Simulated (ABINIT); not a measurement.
# A GW chain in ABINIT: CsPbCl3 (Pm-3m)

Wanted: ground state, empty states, screening and self-energy for CsPbCl3 (Pm-3m).

Calculated with ABINIT 10.8.3; PBE and many-body steps on it, plane waves.

### Step 1. The starting structure

Symmetry: Pm-3m, No. 221, cubic system. Conventional cell: a = 5.605 Å, b = 5.605 Å, c = 5.605 Å, α = 90.00°, β = 90.00°, γ = 90.00°. Nearest to Cs lie 12 Cl at 3.96 Å. Pb has 6 Cl at 2.80 Å nearest. Nearest to Cl lie 2 Pb at 2.80 Å and 4 Cs at 3.96 Å. Farther neighbours and most contacts between anions are not listed.

The cell and positions come from the Crystallography Open Database and are kept as given unless a step says otherwise. Spin-orbit coupling is left out unless a step names it.

### Step 2. Ground state

This step: ABINIT 10.8.3; DFT, PBE, plane waves, norm-conserving pseudopotentials.

The ground-state density comes first.

Contents of run.abi:

```
acell 3*1.0 Angstrom
rprim 
  5.605000000000 0.000000000000 0.000000000000
  0.000000000000 5.605000000000 0.000000000000
  0.000000000000 0.000000000000 5.605000000000
ntypat 3
znucl 55 82 17
natom 5
typat 1 2 3 3 3
xred 
  0.000000000000 0.000000000000 0.000000000000
  0.500000000000 0.500000000000 0.500000000000
  0.500000000000 0.500000000000 0.000000000000
  0.000000000000 0.500000000000 0.500000000000
  0.500000000000 0.000000000000 0.500000000000
pp_dirpath "pseudos"
pseudos "Cs.upf, Pb.upf, Cl.upf"
ecut 32
ngkpt 4 4 4
nshiftk 1
shiftk 0 0 0
kptopt 1
chksymbreak 0
nband 32
occopt 1
tolvrs 1e-08
nstep 60
prtwf 0
indata_prefix "in"
outdata_prefix "out"
tmpdata_prefix "tmp"
```

The run is started by

```bash
> OMP_NUM_THREADS=1 mpirun -n 8 abinit run.abi > log
```

Numbers of over 12 decimals in the logs are rounded to 6 here.

What it wrote:

```text
.Version 10.8.3 of ABINIT. v10.8.2 released Aug 2026.

 Symmetries : space group Pm -3 m (#221); Bravais cP (primitive cubic)
================================================================================
 Values of the parameters that define the memory need of the present run
     intxc =       0    ionmov =       0      iscf =       7    lmnmax =       8
     lnmax =       8     mgfft =      54  mpssoang =       4    mqgrid =    3001
     natom =       5  nloc_mem =       1    nspden =       1   nspinor =       1
    nsppol =       1      nsym =      48    n1xccc =    2501    ntypat =       3
    occopt =       1   xclevel =       2
-    mband =          32        mffmem =           1         mkmem =           2
       mpw =       10315          nfft =      157464          nkpt =          10
================================================================================
  Rough estimation (10% accuracy) of disk space for files :
================================================================================

--------------------------------------------------------------------------------
------------- Echo of variables that govern the present computation ------------
--------------------------------------------------------------------------------
 -outvars: echo values of preprocessed input variables --------
            acell      1.8897261259E+00  1.8897261259E+00  1.8897261259E+00 Bohr

      chksymbreak           0
             ecut      3.20000000E+01 Hartree
-          fftalg         312

              ixc     -101130
              kpt      0.00000000E+00  0.00000000E+00  0.00000000E+00
                       2.50000000E-01  0.00000000E+00  0.00000000E+00
                       5.00000000E-01  0.00000000E+00  0.00000000E+00
                       2.50000000E-01  2.50000000E-01  0.00000000E+00
                       5.00000000E-01  2.50000000E-01  0.00000000E+00
                       5.00000000E-01  5.00000000E-01  0.00000000E+00
                       2.50000000E-01  2.50000000E-01  2.50000000E-01
                       5.00000000E-01  2.50000000E-01  2.50000000E-01
                       5.00000000E-01  5.00000000E-01  2.50000000E-01
                       5.00000000E-01  5.00000000E-01  5.00000000E-01
         kptrlatt        4    0    0      0    4    0      0    0    4
          kptrlen      4.23676597E+01
P           mkmem           2
            natom           5
            nband          32
            ngfft          54      54      54
             nkpt          10
            nstep          60
             nsym          48
           ntypat           3
              occ      2.000000  2.000000  2.000000  2.000000  2.000000  2.000000
                       2.000000  2.000000  2.000000  2.000000  2.000000  2.000000
                       2.000000  2.000000  2.000000  2.000000  2.000000  2.000000
                       2.000000  2.000000  2.000000  2.000000  2.000000  2.000000
                       2.000000  2.000000  0.000000  0.000000  0.000000  0.000000
                       0.000000  0.000000
            prtwf           0
            rprim      5.6050000000E+00  0.0000000000E+00  0.0000000000E+00
                       0.0000000000E+00  5.6050000000E+00  0.0000000000E+00
[...]
spgroup         221

           tolvrs      1.00000000E-08

             xred      0.0000000000E+00  0.0000000000E+00  0.0000000000E+00
[...]
znucl       55.00000   82.00000   17.00000

================================================================================

 chkinp: Checking input parameters for consistency.

================================================================================
== DATASET  1 ==================================================================
-   mpi_nproc: 8, omp_nthreads: 1 (-1 if OMP is not activated)
-    --> not optimal distribution: autoparal keyword recommended in input file <--

--- !DatasetInfo
iteration_state: {dtset: 1, }
dimensions: {natom: 5, nkpt: 10, mband: 32, nsppol: 1, nspinor: 1, nspden: 1, mpw: 10315, }
cutoff_energies: {ecut:  32.0, pawecutdg:  -1.0, }
electrons: {nelect:   5.20000000E+01, charge:   0.00000000E+00, occopt:   1.00000000E+00, tsmear:   1.00000000E-02, }

 Real(R)+Recip(G) space primitive vectors, cartesian coordinates (Bohr,Bohr^-1):
 R(1)= 10.5919149  0.0000000  0.0000000  G(1)=  0.0944116  0.0000000  0.0000000
 R(2)=  0.0000000 10.5919149  0.0000000  G(2)=  0.0000000  0.0944116  0.0000000
 R(3)=  0.0000000  0.0000000 10.5919149  G(3)=  0.0000000  0.0000000  0.0944116
 Unit cell volume ucvol=  1.1882928E+03 bohr^3
 Angles (23,13,12)=  9.00000000E+01  9.00000000E+01  9.00000000E+01 degrees

 getcut: wavevector=  0.0000  0.0000  0.0000  ngfft=  54  54  54
         ecut(hartree)=     32.000   => boxcut(ratio)=   2.00207

--- Pseudopotential description ------------------------------------------------
- Cs Generated using ONCVPSP code by D. R. Hamann
- 55.00000   9.00000  171031                  znucl, zion, pspdat
12 -101130 3 -1 2414                          pspcod,pspxc,lmax,lloc,mmax
     nproj     2     2     2     2
  pspatm : epsatm=   22.81663564
         --- l  ekb(1:nproj) -->
[...]
pspatm: atomic psp has been read  and splines computed

- Pb Generated using ONCVPSP code by D. R. Hamann
[...]
ETOT  4  -282.63648421894    -2.480E-04 1.144E-03 6.246E-01
 ETOT  5  -282.63651776948    -3.355E-05 5.387E-04 1.494E-01
 ETOT  6  -282.63652215599    -4.387E-06 1.679E-04 2.358E-02
 ETOT  7  -282.63652346235    -1.306E-06 7.571E-05 4.557E-03
 ETOT  8  -282.63652366616    -2.038E-07 8.369E-05 2.074E-04
 ETOT  9  -282.63652367534    -9.185E-09 3.768E-05 4.005E-06
 ETOT 10  -282.63652367577    -4.240E-10 3.799E-05 2.413E-07
 ETOT 11  -282.63652367581    -4.769E-11 1.735E-05 4.773E-09

 At SCF step   11       vres2   =  4.77E-09 < tolvrs=  1.00E-08 =>converged.

 Cartesian components of stress tensor (hartree/bohr^3)
  sigma(1 1)= -4.08266935E-05  sigma(3 2)=  0.00000000E+00
  sigma(2 2)= -4.08266935E-05  sigma(3 1)=  0.00000000E+00
  sigma(3 3)= -4.08266935E-05  sigma(2 1)=  0.00000000E+00

--- !ResultsGS
iteration_state: {dtset: 1, }
comment   : Summary of ground state results
lattice_vectors:
- [ 10.5919149,   0.0000000,   0.0000000, ]
- [  0.0000000,  10.5919149,   0.0000000, ]
- [  0.0000000,   0.0000000,  10.5919149, ]
lattice_lengths: [  10.59191,   10.59191,   10.59191, ]
lattice_angles: [ 90.000,  90.000,  90.000, ] # degrees, (23, 13, 12)
lattice_volume:   1.1882928E+03
convergence: {deltae: -4.769E-11, res2:  4.773E-09, residm:  1.735E-05, diffor: null, }
etotal    :  -2.82636524E+02
entropy   :   0.00000000E+00
fermie    :   1.02427899E-01
cartesian_stress_tensor: # hartree/bohr^3
- [ -4.08266935E-05,   0.00000000E+00,   0.00000000E+00, ]
- [  0.00000000E+00,  -4.08266935E-05,   0.00000000E+00, ]
- [  0.00000000E+00,   0.00000000E+00,  -4.08266935E-05, ]
pressure_GPa:   1.2012E+00
xred      :
- [  0.0000E+00,   0.0000E+00,   0.0000E+00, Cs]
- [  5.0000E-01,   5.0000E-01,   5.0000E-01, Pb]
- [  5.0000E-01,   5.0000E-01,   0.0000E+00, Cl]
- [  0.0000E+00,   5.0000E-01,   5.0000E-01, Cl]
- [  5.0000E-01,   0.0000E+00,   5.0000E-01, Cl]
cartesian_forces: # hartree/bohr
- [ -0.00000000E+00,  -0.00000000E+00,  -0.00000000E+00, ]
- [ -0.00000000E+00,  -0.00000000E+00,  -0.00000000E+00, ]
- [ -0.00000000E+00,  -0.00000000E+00,  -0.00000000E+00, ]
- [ -0.00000000E+00,  -0.00000000E+00,  -0.00000000E+00, ]
- [ -0.00000000E+00,  -0.00000000E+00,  -0.00000000E+00, ]
force_length_stats: {min:   0.00000000E+00, max:   0.00000000E+00, mean:   0.00000000E+00, }

 Integrated electronic density in atomic spheres:
 ------------------------------------------------
 Atom  Sphere_radius  Integrated_density
[...]
================================================================================

 ----iterations are completed or convergence reached----

 Mean square residual over all n,k,spin=   12.519E-08; max=  17.347E-06
 reduced coordinates (array xred) for    5 atoms
       0.000000000000      0.000000000000      0.000000000000
       0.500000000000      0.500000000000      0.500000000000
       0.500000000000      0.500000000000      0.000000000000
       0.000000000000      0.500000000000      0.500000000000
       0.500000000000      0.000000000000      0.500000000000
 rms dE/dt=  0.0000E+00; max dE/dt=  0.0000E+00; dE/dt below (all hartree)
    1       0.000000000000      0.000000000000      0.000000000000
    2       0.000000000000      0.000000000000      0.000000000000
    3       0.000000000000      0.000000000000      0.000000000000
    4       0.000000000000      0.000000000000      0.000000000000
    5       0.000000000000      0.000000000000      0.000000000000

 cartesian coordinates (angstrom) at end:
    1      0.000000     0.000000     0.000000
    2      2.802500     2.802500     2.802500
    3      2.802500     2.802500     0.000000
    4      0.000000     2.802500     2.802500
    5      2.802500     0.000000     2.802500

 cartesian forces (hartree/bohr) at end:
[...]
frms,max,avg= 0.0000000E+00 0.0000000E+00   0.000E+00  0.000E+00  0.000E+00 h/b

 cartesian forces (eV/Angstrom) at end:
    1     -0.000000    -0.000000    -0.000000
    2     -0.000000    -0.000000    -0.000000
    3     -0.000000    -0.000000    -0.000000
    4     -0.000000    -0.000000    -0.000000
    5     -0.000000    -0.000000    -0.000000
 frms,max,avg= 0.0000000E+00 0.0000000E+00   0.000E+00  0.000E+00  0.000E+00 e/A
 length scales=  1.889726125908  1.889726125908  1.889726125908 bohr
              =  1.000000000000  1.000000000000  1.000000000000 angstroms
 prteigrs : about to open file out_EIG
 Fermi (or HOMO) energy (hartree) =   0.10243   Average Vxc (hartree)=  -0.29278
 Eigenvalues (hartree) for nkpt=  10  k points:
 kpt#   1, nband= 32, wtk=  0.01563, kpt=  0.0000  0.0000  0.0000 (reduced coord)
  -5.02370   -2.88158   -2.88158   -2.88158   -0.68291   -0.51653   -0.51653   -0.50762
  -0.50762   -0.50762   -0.45513   -0.42305   -0.42305   -0.19776   -0.19776   -0.19776
  -0.14101   -0.06948   -0.06948   -0.06948    0.00536    0.00536    0.00536    0.00927
   0.00927    0.00927    0.22532    0.25983    0.25983    0.29325    0.29325    0.29325
 prteigrs : prtvol=0 or 1, do not print more k-points.

--- !EnergyTerms
iteration_state     : {dtset: 1, }
comment             : Components of total free energy in Hartree
kinetic             :  8.08797040700904E+01
hartree             :  1.00499096126179E+02
xc                  : -5.43967834896111E+01
Ewald energy        : -1.33017418738071E+02
psp_core            :  3.38783852564955E+00
local_psp           : -3.03728844613557E+02
non_local_psp       :  2.37398844435071E+01
total_energy        : -2.82636523675813E+02
total_energy_eV     : -7.69093161296390E+03
band_energy         : -3.80895010693633E+01

 Cartesian components of stress tensor (hartree/bohr^3)
  sigma(1 1)= -4.08266935E-05  sigma(3 2)=  0.00000000E+00
  sigma(2 2)= -4.08266935E-05  sigma(3 1)=  0.00000000E+00
  sigma(3 3)= -4.08266935E-05  sigma(2 1)=  0.00000000E+00

-Cartesian components of stress tensor (GPa)         [Pressure=  1.2012E+00 GPa]
- sigma(1 1)= -1.20116279E+00  sigma(3 2)=  0.00000000E+00
- sigma(2 2)= -1.20116279E+00  sigma(3 1)=  0.00000000E+00
- sigma(3 3)= -1.20116279E+00  sigma(2 1)=  0.00000000E+00

== END DATASET(S) ==============================================================
================================================================================

 -outvars: echo values of variables after computation  --------
           etotal     -2.8263652368E+02
            nband          32
             nkpt          10
          spgroup         221
 [... the other variables as echoed above ...]

 Calculation completed.
```

The job ended after 67 s (8 MPI ranks of Arm Neoverse N1, shared host; peak memory 0.88 GiB).

This step gave:

```yaml
total_energy: -7690.9316 eV
gap: 1.932 eV
k_of_the_valence_top: 0.5, 0.5, 0.5
k_of_the_conduction_bottom: 0.5, 0.5, 0.5
least_direct_gap: 1.932 eV
pressure: 1.201 GPa
```

The gap is direct, at (0.500, 0.500, 0.500).

The cutoff was set for levels, not for stress, so the pressure can be off by some GPa.

[end of part 1 of 3]

[Paths, hosts, dates, memory and timing lines, banners, echoed tables and standing remarks are left out of the program output.]

[Logs are printed without paths, hosts, clocks, repeated set-up lines and the standing remarks that a program may print on its own settings, such as how far it seeks lower states.]

[Runs of the session that timed out or met a known fault of the program may be left out.]

[Hosts, paths, dates, database ids (printed as entryN), source tags and the programs' standing remarks are cut or masked in the printed files.]

[G0W0 gaps are taken among the corrected bands and points alone; a level outside them can change the order at an edge.]

[Where Ansatz stands beside ABINIT at settings called matched, ABINIT's density can come from a denser mesh and the files from another edition; pairs whose starting gaps differed by over 0.03 eV were left out, so agreement reads better than it is.]
